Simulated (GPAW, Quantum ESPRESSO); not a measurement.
# N K ELNES/XANES of BN (P6_3/mmc) from DFT, part 3 of 3

Do two independent programs agree on the N K edge of BN (P6_3/mmc)? The same cell and functional are run with XSpectra and with GPAW.

Quantum ESPRESSO 7.5 and GPAW 26.7.0; core-hole supercells, plane-wave PAW PBE.

So far. Step 15 (Spectrum with FCH, N atom 1 (GPAW)): Main maxima below 24 eV (height): 0.7 eV (0.84), 2.1 eV (0.68), 3.8 eV (0.72), 6.6 eV (2.20) and 14.6 eV (1.27). A K edge sees empty p states; at this planar three-fold site the curve for the electric vector normal to the plane peaks at 0.7 eV, where it is mainly π* that absorbs: that direction carries over 70 % of the weight there.

The database entry behind the starting cell differs from later determinations by our own check (about 0.3 % short, minor phase), so it need not match the best structure at ambient conditions.

### Step 16. Excitation energy, N atom 1 (GPAW)

Changed against the first core-hole run: core hole to XCH, with the smearing that suits a partly filled band.

Contents of scf.py:

```python
import numpy as np
from ase import Atoms
from ase.parallel import parprint, paropen
from gpaw import GPAW, PW, FermiDirac, Mixer, MixerDif, setup_paths
from gpaw.test import gen
setup_paths.insert(0, '.')
gen('N', name='fch1s', xcname='PBE', corehole=(1, 0, 1), write_xml=True)
from gpaw.mpi import world
world.barrier()

atoms = Atoms('N14B14',
    cell=[[6.2456, 2.1635393, 0],
     [-4.99648, 4.32707861, 0],
     [0, 0, 6.6357]],
    scaled_positions=[[0.23809524, 0.04761905, 0.25],
     [0.38095238, 0.47619048, 0.25],
     [0.52380952, 0.9047619, 0.25],
     [0.66666667, 0.33333333, 0.25],
     [0.80952381, 0.76190476, 0.25],
     [0.95238095, 0.19047619, 0.25],
     [0.0952381, 0.61904762, 0.25],
     [0.19047619, 0.23809524, 0.75],
     [0.33333333, 0.66666667, 0.75],
     [0.47619048, 0.0952381, 0.75],
     [0.61904762, 0.52380952, 0.75],
     [0.76190476, 0.95238095, 0.75],
     [0.9047619, 0.38095238, 0.75],
     [0.04761905, 0.80952381, 0.75],
     [0.23809524, 0.04761905, 0.75],
     [0.38095238, 0.47619048, 0.75],
     [0.52380952, 0.9047619, 0.75],
     [0.66666667, 0.33333333, 0.75],
     [0.80952381, 0.76190476, 0.75],
     [0.95238095, 0.19047619, 0.75],
     [0.0952381, 0.61904762, 0.75],
     [0.19047619, 0.23809524, 0.25],
     [0.33333333, 0.66666667, 0.25],
     [0.47619048, 0.0952381, 0.25],
     [0.61904762, 0.52380952, 0.25],
     [0.76190476, 0.95238095, 0.25],
     [0.9047619, 0.38095238, 0.25],
     [0.04761905, 0.80952381, 0.25]],
    pbc=True)
atoms.calc = calc = GPAW(legacy_gpaw=True, mode=PW(500, force_complex_dtype=True), xc='PBE', setups={0: 'fch1s'},
    kpts={'size': (3, 3, 3), 'gamma': True}, occupations=FermiDirac(0.04),
    charge=-1, mixer=Mixer(0.1, 5, 50), maxiter=150,
    convergence={'density': 0.0001, 'eigenstates': 1e-6}, txt='scf.txt')
energy = atoms.get_potential_energy() + calc.get_reference_energy()
ef = calc.get_fermi_level()
out = dict(energy=energy, fermi=ef, forces=atoms.get_forces().tolist())
parprint(f'all-electron energy {energy:.4f} eV, Fermi level {ef:.4f} eV')
ev = np.array([[calc.get_eigenvalues(k, s) for k in range(len(calc.get_ibz_k_points()))] for s in range(calc.get_number_of_spins())])
out['homo'], out['lumo'], out['counts'] = ev[ev < ef].max(), ev[ev > ef].min(), sorted(set((ev < ef).sum((0, 2)).tolist()))
out['filled'] = (ev[:, 0] < ef).sum(1).tolist()
import json
with paropen('out.json', 'w') as f:
    json.dump(out, f)
```

Launch:

```sh
> OMP_NUM_THREADS=1 mpirun -n 4 gpaw python scf.py
```

Run time: 76 s. Hardware: 4 MPI ranks of Arm Neoverse V1, shared host; peak memory 0.39 GiB.

The total-energy difference is 408.20 eV. With the free-atom term of -7.82 eV for this edge, the photon energy is 400.38 eV.

### Step 17. The two programs side by side

The line shapes differ (Lorentzian half width 0.4 eV up to 4 eV, rising linearly to 1.75 eV at 25 eV (not a setting of the program: the run's 0.4 eV curve was folded afterwards with a further Lorentzian above 4 eV), against Gaussian full width 0.9 eV up to 4 eV, rising linearly to 3.5 eV at 25 eV), so both get a further Gaussian of 1.5 eV full width before they are compared; the Lorentzian tails remain.

| E (eV) | XSpectra | GPAW |
| --- | --- | --- |
| -2.00 | 0.09 | 0.00 |
| -1.25 | 0.16 | 0.05 |
| -0.50 | 0.35 | 0.25 |
| 0.25 | 0.60 | 0.56 |
| 1.00 | 0.72 | 0.70 |
| 1.75 | 0.71 | 0.65 |
| 2.50 | 0.70 | 0.58 |
| 3.25 | 0.76 | 0.60 |
| 4.00 | 0.89 | 0.70 |
| 4.75 | 1.15 | 0.95 |
| 5.50 | 1.53 | 1.44 |
| 6.25 | 1.84 | 1.90 |
| 7.00 | 1.90 | 2.04 |
| 7.75 | 1.73 | 1.88 |
| 8.50 | 1.44 | 1.52 |
| 9.25 | 1.14 | 1.10 |
| 10.00 | 0.97 | 0.86 |
| 10.75 | 0.93 | 0.82 |
| 11.50 | 0.93 | 0.86 |
| 12.25 | 0.95 | 0.93 |
| 13.00 | 1.00 | 1.04 |
| 13.75 | 1.05 | 1.16 |
| 14.50 | 1.06 | 1.22 |
| 15.25 | 0.99 | 1.16 |
| 16.00 | 0.86 | 0.99 |
| 16.75 | 0.72 | 0.80 |
| 17.50 | 0.63 | 0.65 |
| 18.25 | 0.56 | 0.56 |
| 19.00 | 0.50 | 0.49 |
| 19.75 | 0.44 | 0.42 |
| 20.50 | 0.39 | 0.37 |
| 21.25 | 0.37 | 0.35 |
| 22.00 | 0.36 | 0.35 |
| 22.75 | 0.35 | 0.35 |
| 23.50 | 0.35 | 0.35 |
| 24.25 | 0.35 | 0.36 |
| 25.00 | 0.35 | 0.38 |
| 25.75 | 0.36 | 0.40 |
| 26.50 | 0.37 | 0.41 |

|  | XSpectra | GPAW |
| --- | --- | --- |
| k mesh of the spectrum | 4×4×4 | 4×4×4 |
| cutoff (eV) | 626 | 500 |
| highest intensity below 16 eV after the common broadening, eV (height) | 6.8 (1.91) | 6.9 (2.04) |
| zero, corrected photon energy (eV) | 399.4 | 400.1 |
| core time, hole field and spectrum | 17 min | 26 min |

### Step 18. What the core hole does

XSpectra's curves. Both curves are counted from their own zero, so only the shift of weight within the empty states shows.

| E (eV) | no hole | FCH |
| --- | --- | --- |
| -2.0 | 0.03 | 0.06 |
| -1.0 | 0.05 | 0.12 |
| 0.0 | 0.12 | 0.57 |
| 1.0 | 0.40 | 0.73 |
| 2.0 | 0.55 | 0.71 |
| 3.0 | 0.76 | 0.61 |
| 4.0 | 0.79 | 0.75 |
| 5.0 | 0.76 | 1.11 |
| 6.0 | 0.60 | 1.81 |
| 7.0 | 0.80 | 1.98 |
| 8.0 | 1.26 | 1.83 |
| 9.0 | 1.40 | 1.17 |
| 10.0 | 0.87 | 0.75 |
| 11.0 | 0.91 | 1.06 |
| 12.0 | 0.68 | 0.84 |
| 13.0 | 0.94 | 1.08 |
| 14.0 | 1.08 | 1.24 |
| 15.0 | 1.27 | 1.31 |
| 16.0 | 2.05 | 0.87 |
| 17.0 | 1.84 | 0.60 |
| 18.0 | 1.33 | 0.61 |
| 19.0 | 1.03 | 0.51 |
| 20.0 | 0.58 | 0.34 |
| 21.0 | 0.48 | 0.30 |
| 22.0 | 0.49 | 0.37 |
| 23.0 | 0.57 | 0.38 |
| 24.0 | 0.49 | 0.24 |
| 25.0 | 0.54 | 0.42 |
| 26.0 | 0.59 | 0.40 |
| 27.0 | 0.49 | 0.36 |
| 28.0 | 0.46 | 0.38 |
| 29.0 | 0.51 | 0.43 |
| 30.0 | 0.41 | 0.33 |
| 31.0 | 0.52 | 0.34 |
| 32.0 | 0.41 | 0.32 |

With each curve scaled to its own mean, the area from −2 to 6 eV with the hole is 5.4 against 3.7, and the centre of weight from −1 to 20 eV moves by -2.3 eV: the hole pulls the absorber's empty states down.

### Step 19. What came out

| Property | Result |
| --- | --- |
| absorber and edge | N K, atom 1 of the ground-state input (counted from 1) |
| surroundings | 3 B at 1.44 Å (trigonal planar, site symmetry -6m2) |
| highest intensity below 16 eV (XSpectra, narrow line) | 6.5 eV above the zero, height 2.18 |
| photon energy of the zero, with the added terms | 399.4 eV (raw 407.2 eV; uncertain by a few eV) |

**Reading.** The two programs agree closely: 9 % r.m.s. remains over the first 14 eV after a relative shift of 0.2 eV, and their photon-energy zeros differ by 0.7 eV. In XSpectra the N K edge of atom 1, with 3 B at 1.44 Å (trigonal planar, site symmetry -6m2), has its highest intensity of the first 16 eV at 6.5 eV above the zero, near 406 eV in photon energy (uncertain by a few eV), 2.2 times the mean level of the first 20 eV (Lorentzian half width 0.4 eV). In XSpectra: With each curve scaled to its own mean, the area from −2 to 6 eV with the hole is 5.4 against 3.7, and the centre of weight from −1 to 20 eV moves by -2.3 eV: the hole pulls the absorber's empty states down. In GPAW: With each curve scaled to its own mean, the area from −2 to 6 eV with the hole is 4.9 against 3.6, and the centre of weight from −1 to 20 eV moves by -2.2 eV: the hole pulls the absorber's empty states down. In XSpectra the neutral-cell energy lies +0.2 eV from the charged-cell zero, a gap made of the charged-cell error and of where the added electron settles. In GPAW the neutral-cell energy lies +0.3 eV from the charged-cell zero, a gap made of the charged-cell error and of where the added electron settles. In XSpectra, at the N K edge of atom 1 polarisation matters most near 6.5 eV, where the curves differ by 2.8 on this scale. The structure is a published determination, not relaxed.

[Logs are printed without paths, hosts, clocks, repeated set-up lines and the standing remarks that a program may print on its own settings, such as how far it seeks lower states.]

[Hosts, paths, dates, database ids (printed as entryN), source tags and the programs' standing remarks are cut or masked in the printed files.]

[Lists of maxima count a maximum above −3 eV only where it reaches 4 % of the highest in the window and stands out from its surroundings by 2 % of it (1.5 % where it reaches 55 %); shoulders and weaker maxima are passed over, and of the rest the first, up to two pre-edge ones and the few strongest are named.]
